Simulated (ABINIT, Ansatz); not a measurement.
# A GW chain in ABINIT: InSe (R3m), part 3 of 3

How does a plane-wave GW calculation on InSe (R3m) run from the first input to the gap?

ABINIT 10.8.3; LDA and many-body steps on it, plane waves. Known limits of the many-body steps: not at the basis limit; screening runs away on this mesh; no spin-orbit coupling.

So far. Step 4 (Empty states on the mesh, 4×4×4 mesh, 336 bands): On this mesh the gap is 0.181 eV. Step 5 (Screening, 4×4×4 mesh, 151 bands, screening to 114.3 eV): Local fields lower ε∞ by 9 %. The value itself is an artefact of the mesh, where one narrow direct gap carries too much weight.

### 6. Self-energy, 4×4×4 mesh, 151 bands, screening to 114.3 eV

The self-energy is evaluated for the states that the input lists, and the levels follow from it, in one-shot runs by the linearised quasiparticle equation.

This step: G0W0 on LDA, plane waves, norm-conserving pseudopotentials.

Contents of run.abi:

```
acell 3*1.0 Angstrom
rprim 
  2.000000000018 1.154700538390 8.316666666700
  -2.000000000018 1.154700538390 8.316666666700
  -0.000000000000 -2.309401076779 8.316666666700
ntypat 2
znucl 49 34
natom 4
typat 1 1 2 2
xred 
  0.000000000000 0.000000000000 0.000000000000
  0.112200000000 0.112200000000 0.112200000000
  0.615500000000 0.615500000000 0.615500000000
  0.830000000000 0.830000000000 0.830000000000
pp_dirpath "pseudos"
pseudos "In.upf, Se.upf"
ecut 48
ngkpt 4 4 4
nshiftk 1
shiftk 0 0 0
kptopt 1
chksymbreak 0
istwfk *1
occopt 1
irdwfk 1
optdriver 4
nband 151
gwcalctyp 0
ecutsigx 48
symsigma 1
nkptgw 2
kptgw 
  0.5000000000 0.5000000000 0.5000000000
  0.0000000000 0.0000000000 0.0000000000
bdgw 
  43 47
  44 47
ecuteps 4.2
irdscr 1
ppmodel 1
indata_prefix "in"
outdata_prefix "out"
tmpdata_prefix "tmp"
gwmem 00
```

On the command line:

```bash
> OMP_NUM_THREADS=1 mpirun -n 16 abinit run.abi > log
```

Numbers of over 12 decimals in the logs are rounded to 6 here.

The program printed:

```text
.Version 10.8.3 of ABINIT. v10.8.2 released Aug 2026.

 Symmetries : space group R3 m (#160); Bravais hR (rhombohedral)
[... echo of the input left out ...]
== DATASET  1 ==================================================================
-   mpi_nproc: 16, omp_nthreads: 1 (-1 if OMP is not activated)

--- !DatasetInfo
iteration_state: {dtset: 1, }
dimensions: {natom: 4, nkpt: 13, mband: 151, nsppol: 1, nspinor: 1, nspden: 1, mpw: 12415, }
cutoff_energies: {ecut:  48.0, pawecutdg:  -1.0, }
electrons: {nelect:   9.00000000E+01, charge:   0.00000000E+00, occopt:   1.00000000E+00, tsmear:   1.00000000E-02, }

 SIGMA: Calculation of the GW corrections

 Based on a program developped by R.W. Godby, V. Olevano, G. Onida, and L. Reining.
 Incorporated in ABINIT by V. Olevano, G.-M. Rignanese, and M. Torrent.
.Using double precision arithmetic ; gwpc =  8

[... cell and pseudopotentials left out ...]
--------------------------------------------------------------------------------

 ==== K-mesh for the wavefunctions ====
 Number of points in the irreducible wedge :    13
[... list of points left out ...]
 Together with  6 symmetry operations and time-reversal symmetry
 yields    64 points in the full Brillouin Zone.

 ==== Q-mesh for screening function ====
 Number of points in the irreducible wedge :    13
[... list of points left out ...]
 Together with  6 symmetry operations and time-reversal symmetry
 yields    64 points in the full Brillouin Zone.

 vcoul_init : cutoff-mode = AUXILIARY_FUNCTION
 q-points for optical limit:   1
     1)      0.000010    0.000020    0.000030
 setmesh: FFT mesh size selected  =   108x  108x  108
          total number of points  =      1259712

 Number of electrons calculated from density =   90.0000; Expected =   90.0000
 average of density, n =  0.115730
 r_s =    1.2730
 omega_plasma =   32.8155 [eV]

 === KS Band Gaps ===
  >>>> For spin  1
   Minimum direct gap =   0.1809 [eV], located at k-point      :   0.5000  0.5000  0.5000
   Fundamental gap    =   0.1809 [eV], Top of valence bands at :   0.5000  0.5000  0.5000
                                       Bottom of conduction at :   0.5000  0.5000  0.5000
 SIGMA fundamental parameters:
 PLASMON POLE MODEL  1
 number of plane-waves for SigmaX                12415
 number of plane-waves for SigmaC and W            321
 number of plane-waves for wavefunctions         12415
 number of bands                                   151
 number of independent spin polarizations            1
 number of spinorial components                      1
 number of k-points in IBZ                          13
 number of q-points in IBZ                          13
 number of symmetry operations                       6
 number of k-points in BZ                           64
 number of q-points in BZ                           64
 number of frequencies for dSigma/dE                 9
 frequency step for dSigma/dE [eV]                0.25
 number of omega for Sigma on real axis              0
 max omega for Sigma on real axis  [eV]           0.00
 zcut for avoiding poles [eV]                     0.10

 EPSILON^-1 parameters (SCR file):
 dimension of the eps^-1 matrix on file            321
 dimension of the eps^-1 matrix used               321
 number of plane-waves for wavefunctions         12415
 number of bands                                   151
 number of q-points in IBZ                          13
 number of frequencies                               2
 number of real frequencies                          1
 number of imag frequencies                          1

 matrix elements of self-energy operator (all in [eV])

 Perturbative Calculation

--- !SelfEnergy_ee
iteration_state: {dtset: 1, }
kpoint     : [   0.500,    0.500,    0.500, ]
spin       : 1
KS_gap     :    0.181
QP_gap     :    0.790
Delta_QP_KS:    0.609
data: !SigmaeeData |
     Band     E0 <VxcDFT>   SigX SigC(E0)      Z dSigC/dE  Sig(E)    E-E0       E
       43   3.565 -15.212 -17.429   2.233   0.782  -0.279 -15.199   0.013   3.578
       44   3.565 -15.212 -17.429   2.233   0.782  -0.279 -15.199   0.013   3.578
       45   4.702 -14.182 -15.128   1.045   0.789  -0.268 -14.105   0.077   4.780
       46   4.883 -13.370  -9.878  -2.634   0.801  -0.248 -12.683   0.687   5.570
       47   6.699 -12.181  -7.566  -3.755   0.803  -0.246 -11.490   0.691   7.390

--- !SelfEnergy_ee
iteration_state: {dtset: 1, }
kpoint     : [   0.000,    0.000,    0.000, ]
spin       : 1
KS_gap     :    2.851
QP_gap     :    3.653
Delta_QP_KS:    0.802
data: !SigmaeeData |
     Band     E0 <VxcDFT>   SigX SigC(E0)      Z dSigC/dE  Sig(E)    E-E0       E
       44   3.486 -15.060 -17.303   2.240   0.782  -0.280 -15.062  -0.002   3.484
       45   3.486 -15.060 -17.303   2.240   0.782  -0.280 -15.062  -0.002   3.484
       46   6.337 -14.108  -9.858  -3.239   0.792  -0.263 -13.308   0.800   7.137
       47   6.605 -12.170  -7.734  -3.635   0.805  -0.242 -11.525   0.645   7.250

== END DATASET(S) ==============================================================
================================================================================

 -outvars: echo values of variables after computation  --------
           etotal      0.0000000000E+00
            nband         151
             nkpt          13
          spgroup         160
 [... the other variables as echoed above ...]

 Calculation completed.
```

Wall time 40 s (16 MPI ranks of Arm Neoverse V1, shared host); peak memory 11 GiB; 11 min of CPU time.

Numbers from this step:

```
G0W0 gap on the points computed              : 0.79 eV
starting gap on the mesh                     : 0.1810 eV
k of the valence top                         : 0.5, 0.5, 0.5
k of the conduction bottom                   : 0.5, 0.5, 0.5
Z at the valence top                         : 0.789
Z at the conduction bottom                   : 0.801
least direct G0W0 gap on the computed points : 0.79 eV
```

The gap on the mesh goes from 0.18 eV to 0.79 eV, a correction of +0.61 eV.

Limits: finite bands, cutoff and mesh; no spin-orbit coupling. v1 is the top filled band, c1 the lowest empty one. The levels before and after the correction (eV, zero at the valence-band top of each column):

|  | conduction bottom | valence top |
| --- | --- | --- |
| Kohn-Sham | 0.18 | 0.00 |
| G0W0 | 0.79 | 0.00 |

|  | level | energy (eV) |
| --- | --- | --- |
| Kohn-Sham | (0.5 0.5 0.5) v3-v2 | -1.137 |
| Kohn-Sham | (0.5 0.5 0.5) v1 | 0.000 |
| Kohn-Sham | (0.5 0.5 0.5) c1 | 0.181 |
| Kohn-Sham | (0.5 0.5 0.5) c2 | 1.996 |
| G0W0 | (0.5 0.5 0.5) v3-v2 | -1.202 |
| G0W0 | (0.5 0.5 0.5) v1 | 0.000 |
| G0W0 | (0.5 0.5 0.5) c1 | 0.790 |
| G0W0 | (0.5 0.5 0.5) c2 | 2.610 |

### 7. Where the time went

Times are wall times on the hardware named with each run, good to a factor of about two.

| step | time | share | memory (GiB) |
| --- | --- | --- | --- |
| ground state | 3.9 min | 10 % | 6.5 |
| bands along the symmetry lines | 78 s | 3 % | 3.3 |
| empty states on the mesh | 6.5 min | 16 % | 3.3 |
| screening | 27 min | 69 % | 6.9 |
| self-energy | 40 s | 2 % | 11 |

### 8. Outcome

```json
{"LDA gap": "0.18 eV, direct", "G0W0 gap on the mesh": "0.79 eV", "GW settings": "4×4×4 mesh, 151 bands, screening to 114.3 eV, Godby-Needs plasmon pole", "known limits": "not at the basis limit; screening runs away on this mesh; no spin-orbit coupling"}
```

**Reading.** G0W0 moves the gap on the mesh from 0.18 eV to 0.79 eV (+0.61 eV), with Z of 0.79 and 0.80 at the edges. Local fields lower the RPA ε∞ on this mesh from 116.38 to 105.61. Only 2 of the mesh's irreducible points were corrected, so a valley elsewhere could overtake. The dearest step here is «screening». Bands and cutoff are finite, so the gap is not at the basis limit. The miss can reach some tenths of an eV and take either sign; the mesh is an error of its own. In the G0W0 run levels were corrected at 2 k points alone, so a gap called «on the mesh» is the least over those, and an edge elsewhere would be missed. On this mesh the RPA ε∞ passes 90, more than nearly any semiconductor shows; a coarse mesh does this where one point with a narrow direct gap carries much weight. The screening is then too strong, and the G0W0 gap should not be taken as the material's. The many-body steps are scalar-relativistic: spin-orbit coupling is not in them.

[Paths, hosts, dates, memory and timing lines, banners, echoed tables and standing remarks are left out of the program output.]

[Logs are printed without paths, hosts, clocks, repeated set-up lines and the standing remarks that a program may print on its own settings, such as how far it seeks lower states.]

[Runs of the session that timed out or met a known fault of the program may be left out.]

[Hosts, paths, dates, database ids (printed as entryN), source tags and the programs' standing remarks are cut or masked in the printed files.]

[G0W0 gaps are taken among the corrected bands and points alone; a level outside them can change the order at an edge.]

[Where Ansatz stands beside ABINIT at settings called matched, ABINIT's density can come from a denser mesh and the files from another edition; pairs whose starting gaps differed by over 0.03 eV were left out, so agreement reads better than it is.]
